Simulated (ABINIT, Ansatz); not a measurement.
# Tm (P6_3/mmc): from the cell to the phonon bands, part 2 of 4

Aim: the phonon dispersion of Tm (P6_3/mmc), checked by a second program.

ABINIT 10.8.3; DFT PBE, scalar-relativistic, plane waves, PseudoDojo norm-conserving, 4f in core pseudopotentials.

So far. Step 3 (Relaxing the cell and atoms): The volume changes by -0.1 % in this run and stands -0.1 % from the first cell. Step 4 (Self-consistent run for the response): The cell stands at -2.7 GPa: the relaxation ran with a smoothed and higher cutoff, and the difference is a stress of the finite basis. The relaxed cell has a = 3.543, c = 5.532 Å (conventional setting).

**5. Linear response at Γ**

At q = 0 one unit cell holds all displacements. The response is solved for single atoms along the cell's directions, and symmetry skips those that follow from others. The crystal is treated as a metal, which screens a static field, so no field response is asked.

Contents of dfpt_gamma.abi:

```

# common to the responses
getwfk_filepath "gso_WFK"
kptopt 2
nqpt 1
qpt 0.0 0.0 0.0
asr 0
chneut 0

# displacements
rfphon 1
rfatpol 1 2
rfdir 1 1 1
tolvrs 1.0d-10
prtwf 0
prtpot 1

# basis, mesh and filling
ecut 21.0
ngkpt 9 9 6
nshiftk 1
shiftk 0.0 0.0 0.0
istwfk *1
occopt 7
tsmear 0.01
nband 18
nstep 100
diemac 1000000.0
prtebands 0
prtgsr 0

# cell and atoms
acell 3*1.0 Angstrom
rprim 
    3.543304292 0.0 0.0
    -1.771652146 3.06859153 0.0
    0.0 0.0 5.532375222
ntypat 1
znucl 69
natom 2
typat 1 1
xred 
    1/3 2/3 0.25
    2/3 1/3 0.75
pp_dirpath "./pseudo"
pseudos "Tm.upf"
```

On the command line:

```console
$ OMP_NUM_THREADS=1 mpirun -n 4 abinit dfpt_gamma.abi > dfpt_gamma.log
```

Numbers of over 12 decimals in the logs are rounded to 6 here.

dfpt_gamma.abo, the main output file:

```text
[banners, grids, parts of the stress and lines that vanish by symmetry left out]
- input  file    -> dfpt_gamma.abi
- output file    -> dfpt_gamma.abo
- root for input  files -> dfpt_gammai
- root for output files -> dfpt_gammao

 Symmetries : space group P6_3/m m c (#194); Bravais hP (primitive hexag.)
================================================================================
 Values of the parameters that define the memory need of the present run (RF).
     intxc =       0      iscf =       7    lmnmax =       7     lnmax =       7
     mgfft =      45  mpssoang =       4    mqgrid =    3001     natom =       2
  nloc_mem =       1    nspden =       1   nspinor =       1    nsppol =       1
      nsym =      24    n1xccc =    2501    ntypat =       1    occopt =       7
   xclevel =       2
-    mband =          18        mffmem =           1         mkmem =          61
-   mkqmem =          61        mk1mem =          61           mpw =        1879
      nfft =       40500          nkpt =         244
- my_mband =          18
================================================================================
================================================================================

--------------------------------------------------------------------------------
------------- Echo of variables that govern the present computation ------------
--------------------------------------------------------------------------------
-
- outvars: echo of selected default values
-   iomode0 =  0 , fftalg0 =312 , wfoptalg0 =  0
-
- outvars: echo of global parameters not present in the input file
-  max_nthreads =    1
-
 -outvars: echo values of preprocessed input variables
 [... echo left out ...]
================================================================================

 chkinp: Checking input parameters for consistency.

[...]
== DATASET  1 ==================================================================
-   mpi_nproc: 4, omp_nthreads: 1 (-1 if OMP is not activated)

--- !DatasetInfo
iteration_state: {dtset: 1, }
dimensions: {natom: 2, nkpt: 244, mband: 18, nsppol: 1, nspinor: 1, nspden: 1, mpw: 1879, }
cutoff_energies: {ecut:  21.0, pawecutdg:  -1.0, }
electrons: {nelect:   2.20000000E+01, charge:   0.00000000E+00, occopt:   7.00000000E+00, tsmear:   1.00000000E-02, }
meta: {optdriver: 1, rfphon: 1, }
...

 mkfilename: getwfk from: gso_WFK

 Real(R)+Recip(G) space primitive vectors, cartesian coordinates (Bohr,Bohr^-1):
 R(1)=  6.6958747  0.0000000  0.0000000  G(1)=  0.1493457  0.0862248  0.0000000
 R(2)= -3.3479373  5.7987976  0.0000000  G(2)=  0.0000000  0.1724495  0.0000000
 R(3)=  0.0000000  0.0000000 10.4546740  G(3)=  0.0000000  0.0000000  0.0956510
 Unit cell volume ucvol=  4.0593431E+02 bohr^3
 Angles (23,13,12)=  9.00000000E+01  9.00000000E+01  1.20000000E+02 degrees
 setup1 : take into account q-point for computing boxcut.

 getcut: wavevector=  0.0000  0.0000  0.0000  ngfft=  30  30  45
         ecut(hartree)=     21.000   => boxcut(ratio)=   2.04017

--- Pseudopotential description ------------------------------------------------
- pspini: atom type   1  psp file is ./pseudo/Tm.upf

   1.22416756E+03                                ecore*ucvol(ha*bohr**3)
--------------------------------------------------------------------------------

 ==>  initialize data related to q vector <==

 The list of irreducible perturbations for this q vector is:
    1)    idir= 1    ipert=   1
    2)    idir= 3    ipert=   1

[...]
The perturbation idir=   2  ipert=   1 is
 symmetric of a previously calculated perturbation.
 So, its SCF calculation is not needed.

 The perturbation idir=   1  ipert=   2 is
 symmetric of a previously calculated perturbation.
 So, its SCF calculation is not needed.

 The perturbation idir=   2  ipert=   2 is
 symmetric of a previously calculated perturbation.
 So, its SCF calculation is not needed.

 The perturbation idir=   3  ipert=   2 is
 symmetric of a previously calculated perturbation.
 So, its SCF calculation is not needed.

--------------------------------------------------------------------------------
 Perturbation wavevector (in red.coord.)   0.000000  0.000000  0.000000
 Perturbation : displacement of atom   1   along direction   1
 Found     2 symmetries that leave the perturbation invariant.

[...]
dfpt_looppert : total number of electrons, from k and k+q
  fully or partially occupied states are    2.200000E+01 and    2.200000E+01.
 Initialisation of the first-order wave-functions :
  ireadwf=   0

--- !BeginCycle
iteration_state: {dtset: 1, }
solver: {iscf: 7, nstep: 100, nline: 4, wfoptalg: 0, }
tolerances: {tolvrs: 1.00E-10, }
...

     iter   2DEtotal(Ha)        deltaE(Ha) residm    vres2
-ETOT  1   1.037827     -1.058E+03 1.232E+00 8.266E+01
 ETOT  2  0.672048     -3.658E-01 3.148E-01 7.948E+00
 ETOT  3  0.665499     -6.549E-03 1.019E-02 2.820E-01
 ETOT  4  0.665268     -2.316E-04 1.363E-02 1.927E-03
 ETOT  5  0.665267     -6.925E-07 1.204E-03 1.889E-04
[...]
At SCF step   10       vres2   =  9.70E-13 < tolvrs=  1.00E-10 =>converged.
[...]
Mean square residual over all n,k,spin=   51.184E-10; max=  86.304E-07

 Thirteen components of 2nd-order total energy (hartree) are
 1,2,3: 0th-order hamiltonian combined with 1st-order wavefunctions
     kin0=   7.29924890E+02 eigvalue=   1.57254184E+02  local=  -4.05472302E+02
 4,5,6: 1st-order hamiltonian combined with 1st and 0th-order wfs
 loc psp =  -1.49282350E+03  Hartree=   3.80451738E+02     xc=  -9.33283950E+01
 note that "loc psp" includes a xc core correction that could be resolved
 7,8,9: eventually, occupation + non-local contributions
    edocc=   1.58466468E+02     enl0=   1.31135487E+02   enl1=  -6.24040644E+02
 1-9 gives the relaxation energy (to be shifted if some occ is /=2.0)
   erelax=  -1.05843207E+03
 10,11,12 Non-relaxation  contributions : frozen-wavefunctions and Ewald
 fr.local=   7.06604645E+02 fr.nonlo=   3.11946182E+02  Ewald=   9.42845305E+00
 13,14 Frozen wf xc core corrections (1) and (2)
 frxc 1  =  -1.51991740E+02  frxc 2 =   1.83109798E+02
 Resulting in :
 2DEtotal=    0.6652667967E+00 Ha. Also 2DEtotal=    0.181028317612E+02 eV
    (2DErelax=   -1.0584320705E+03 Ha. 2DEnonrelax=    1.0590973373E+03 Ha)
    (  non-var. 2DEtotal :    6.6526709437E-01 Ha)

[...]
Perturbation wavevector (in red.coord.)   0.000000  0.000000  0.000000
 Perturbation : displacement of atom   1   along direction   3
 Found     6 symmetries that leave the perturbation invariant.

--------------------------------------------------------------------------------

--------------------------------------------------------------------------------

 dfpt_looppert : total number of electrons, from k and k+q
  fully or partially occupied states are    2.200000E+01 and    2.200000E+01.
 Initialisation of the first-order wave-functions :
  ireadwf=   0

--- !BeginCycle
iteration_state: {dtset: 1, }
solver: {iscf: 7, nstep: 100, nline: 4, wfoptalg: 0, }
tolerances: {tolvrs: 1.00E-10, }
...

     iter   2DEtotal(Ha)        deltaE(Ha) residm    vres2
-ETOT  1   17.996930104903     -2.875E+03 2.558E+00 4.726E+04
[...]
ETOT  9   4.710931     -7.490E-10 2.206E-07 1.035E-08
 ETOT 10   4.710931      5.457E-12 2.557E-08 8.342E-11

 At SCF step   10       vres2   =  8.34E-11 < tolvrs=  1.00E-10 =>converged.
[...]
Mean square residual over all n,k,spin=   79.601E-12; max=  25.568E-09

 Thirteen components of 2nd-order total energy (hartree) are
 1,2,3: 0th-order hamiltonian combined with 1st-order wavefunctions
     kin0=   1.80929086E+03 eigvalue=   3.84136427E+02  local=  -1.00874884E+03
 4,5,6: 1st-order hamiltonian combined with 1st and 0th-order wfs
 loc psp =  -4.27658768E+03  Hartree=   1.24749329E+03     xc=  -2.30065307E+02
 note that "loc psp" includes a xc core correction that could be resolved
 7,8,9: eventually, occupation + non-local contributions
    edocc=   3.68394109E+02     enl0=   3.18147181E+02   enl1=  -1.50070776E+03
 1-9 gives the relaxation energy (to be shifted if some occ is /=2.0)
   erelax=  -2.88864772E+03
 10,11,12 Non-relaxation  contributions : frozen-wavefunctions and Ewald
 fr.local=   1.70005315E+03 fr.nonlo=   7.53999765E+02  Ewald=   3.63441658E+02
 13,14 Frozen wf xc core corrections (1) and (2)
 frxc 1  =  -3.70708897E+02  frxc 2 =   4.46572978E+02
 Resulting in :
 2DEtotal=    0.4710931150E+01 Ha. Also 2DEtotal=    0.128190967100E+03 eV
    (2DErelax=   -2.8886477249E+03 Ha. 2DEnonrelax=    2.8933586560E+03 Ha)
    (  non-var. 2DEtotal :    4.7109350896E+00 Ha)

[...]
---- first-order wavefunction calculations are completed ----

 ==> Compute Derivative Database <==

 [... matrices left out ...]
  Phonon wavevector (reduced coordinates) :  0.00000  0.00000  0.00000
 Phonon energies in Hartree :
  -7.375618E-06 -7.375618E-06  2.008990E-05  3.106027E-04  3.106027E-04
   5.286958E-04
 Phonon frequencies in cm-1    :
- -1.618761E+00 -1.618761E+00  4.409224E+00  6.816942E+01  6.816942E+01
-  1.160353E+02

== END DATASET(S) ==============================================================
================================================================================

 -outvars: echo values of variables after computation
            acell      1.8897261259E+00  1.8897261259E+00  1.8897261259E+00 Bohr
           etotal      4.7109311500E+00
            fcart      0.0000000000E+00  0.0000000000E+00  0.0000000000E+00
           strten      0.0000000000E+00  0.0000000000E+00  0.0000000000E+00
================================================================================
```

Wall time 59 s (4 MPI ranks of Arm Neoverse V2, shared host).

Read from the output:

```yaml
largest_acoustic_frequency_at_the_zone_centre_before_the_sum_rule: 4.41 cm⁻¹
highest_optical_zone_centre_mode_no_lo_to_term: 116.0 cm⁻¹
lowest_optical_zone_centre_mode: 68.17 cm⁻¹
```

The acoustic modes at Γ come out as far as 4.4 cm⁻¹ from zero, where they should vanish, a small numerical error.

**6. Phonons on a q mesh**

Linear response treats each wavevector of the 3×3×2 mesh in the unit cell; the first-order potentials are kept for the electron-phonon matrix elements.

Contents of dfpt_q.abi:

```
ndtset 5

# wavevectors
qpt1 0.3333333333 0.0 0.0
qpt2 0.3333333333 0.3333333333 0.0
qpt3 0.0 0.0 0.5
qpt4 0.3333333333 0.0 0.5
qpt5 0.3333333333 0.3333333333 0.5

# displacements
getwfk_filepath "gso_WFK"
getwfq_filepath "gso_WFK"
kptopt 3
nqpt 1
rfphon 1
rfatpol 1 2
rfdir 1 1 1
tolvrs 1.0d-10
prtwf 0
prtpot 1

# basis, mesh and filling
ecut 21.0
ngkpt 9 9 6
nshiftk 1
shiftk 0.0 0.0 0.0
istwfk *1
occopt 7
tsmear 0.01
nband 18
nstep 100
diemac 1000000.0
prtebands 0
prtgsr 0

# cell and atoms
acell 3*1.0 Angstrom
rprim 
    3.543304292 0.0 0.0
    -1.771652146 3.06859153 0.0
    0.0 0.0 5.532375222
ntypat 1
znucl 69
natom 2
typat 1 1
xred 
    1/3 2/3 0.25
    2/3 1/3 0.75
pp_dirpath "./pseudo"
pseudos "Tm.upf"
```

On the command line:

```console
$ OMP_NUM_THREADS=1 mpirun -n 4 abinit dfpt_q.abi > dfpt_q.log
```

dfpt_q.abo, the main output file:

```text
[banners, grids, parts of the stress and lines that vanish by symmetry left out]
- input  file    -> dfpt_q.abi
- output file    -> dfpt_q.abo
- root for input  files -> dfpt_qi
[...]
DATASET    1 : space group P6_3/m m c (#194); Bravais hP (primitive hexag.)
[...]
nfft =       40500          nkpt =         486
[...]
DATASET    2 : space group P6_3/m m c (#194); Bravais hP (primitive hexag.)
[...]
nfft =       40500          nkpt =         486
[...]
DATASET    3 : space group P6_3/m m c (#194); Bravais hP (primitive hexag.)
[...]
nfft =       40500          nkpt =         486
[...]
DATASET    4 : space group P6_3/m m c (#194); Bravais hP (primitive hexag.)
[...]
nfft =       40500          nkpt =         486
[...]
DATASET    5 : space group P6_3/m m c (#194); Bravais hP (primitive hexag.)
[...]
nfft =       40500          nkpt =         486
[...]
== DATASET  1 ==================================================================
[...]
cutoff_energies: {ecut:  21.0, pawecutdg:  -1.0, }
[...]
Perturbation : displacement of atom   1   along direction   1
[...]
-ETOT  1   24.403272247588     -1.192E+03 1.402E+00 2.045E+05
 ETOT  2   38.285653172804      1.388E+01 9.385E-01 3.400E+05
 ETOT  3   2.282911     -3.600E+01 1.616E-01 7.581E+02
 ETOT  4   2.186966     -9.595E-02 2.667E-02 5.560E+00
 ETOT  5   2.185138     -1.828E-03 1.831E-02 2.929E-01
[...]
At SCF step   13       vres2   =  2.49E-11 < tolvrs=  1.00E-10 =>converged.
[...]
Perturbation : displacement of atom   1   along direction   2
[...]
-ETOT  1   1.982011     -1.076E+03 1.226E+00 7.009E+01
[...]
At SCF step   10       vres2   =  1.44E-11 < tolvrs=  1.00E-10 =>converged.
[...]
Perturbation : displacement of atom   1   along direction   3
[...]
-ETOT  1   9.217671     -2.750E+03 2.650E+00 8.052E+03
[...]
At SCF step   13       vres2   =  4.62E-12 < tolvrs=  1.00E-10 =>converged.
[...]
Phonon wavevector (reduced coordinates) :  0.33333  0.00000  0.00000
 Phonon energies in Hartree :
[...]
Phonon frequencies in cm-1    :
-  5.259390E+01  5.647909E+01  8.615515E+01  9.161637E+01  9.584723E+01
-  1.115373E+02
[...]
== DATASET  2 ==================================================================
[...]
cutoff_energies: {ecut:  21.0, pawecutdg:  -1.0, }
[...]
Perturbation : displacement of atom   1   along direction   1
[...]
-ETOT  1   6.571495     -1.176E+03 1.415E+00 1.290E+04
[...]
At SCF step   11       vres2   =  9.87E-12 < tolvrs=  1.00E-10 =>converged.
[...]
Perturbation : displacement of atom   1   along direction   3
[...]
-ETOT  1   6.873343     -2.696E+03 5.016E+00 1.100E+03
[...]
At SCF step    9       vres2   =  9.96E-11 < tolvrs=  1.00E-10 =>converged.
[...]
Phonon wavevector (reduced coordinates) :  0.33333  0.33333  0.00000
 Phonon energies in Hartree :
[...]
Phonon frequencies in cm-1    :
-  8.387319E+01  8.387319E+01  8.760482E+01  8.760482E+01  9.702140E+01
-  1.031969E+02
[...]
== DATASET  3 ==================================================================
[...]
cutoff_energies: {ecut:  21.0, pawecutdg:  -1.0, }
[...]
- 69.00000  11.00000  180302                  znucl, zion, pspdat
[...]
Perturbation : displacement of atom   1   along direction   1
[...]
-ETOT  1   4.993346     -1.172E+03 1.874E+00 6.527E+03
[...]
At SCF step   10       vres2   =  5.68E-11 < tolvrs=  1.00E-10 =>converged.
[...]
Perturbation : displacement of atom   1   along direction   3
[...]
-ETOT  1   11.082301019435     -2.715E+03 2.680E+00 1.493E+04
[...]
ETOT 10   4.554119     -5.048E-11 4.779E-01 1.073E-10
 ETOT 11   4.554119      4.093E-11 5.075E-01 5.170E-12
 At SCF step   11       vres2   =  5.17E-12 < tolvrs=  1.00E-10 =>converged.
[...]
Phonon wavevector (reduced coordinates) :  0.33333  0.33333  0.50000
 Phonon energies in Hartree :
[...]
Phonon frequencies in cm-1    :
-  5.482749E+01  5.482749E+01  9.717394E+01  9.717394E+01  1.014158E+02
-  1.014158E+02
[...]
strten3     0.0000000000E+00  0.0000000000E+00  0.0000000000E+00
           
================================================================================
```

It took 21 min on 4 MPI ranks; 85 min of CPU time.

This step gave:

| Item | Value |
| --- | --- |
| lowest mode on the q mesh (acoustic ones at the zone centre apart) | 49.48 cm⁻¹ |

Frequencies (cm⁻¹) before the sum rule at the irreducible wavevectors but Γ, which is solved apart; negative means imaginary. Frequencies by wavevector:

| q (fractions) | star | mode 1 | mode 2 | mode 3 | mode 4 | mode 5 | mode 6 |
| --- | --- | --- | --- | --- | --- | --- | --- |
| 0.3333 0 0 | 6 | 52.59 | 56.48 | 86.16 | 91.62 | 95.85 | 111.5 |
| 0.3333 0.3333 0 | 2 | 83.87 | 83.87 | 87.6 | 87.6 | 97.02 | 103.2 |
| 0 0 0.5 | 1 | 49.48 | 49.48 | 49.48 | 49.48 | 82.01 | 82.01 |
| 0.3333 0 0.5 | 6 | 66.83 | 66.84 | 72.37 | 72.37 | 100.5 | 100.5 |
| 0.3333 0.3333 0.5 | 2 | 54.83 | 54.83 | 97.17 | 97.17 | 101.4 | 101.4 |

(Continued in part 3 of 4.)

[Host names and launcher messages were left out of these logs when they were recorded.]

[Logs are printed without paths, hosts, clocks, repeated set-up lines and the standing remarks that a program may print on its own settings, such as how far it seeks lower states.]

[Hosts, paths, dates, database ids (printed as entryN), source tags and the programs' standing remarks are cut or masked in the printed files.]
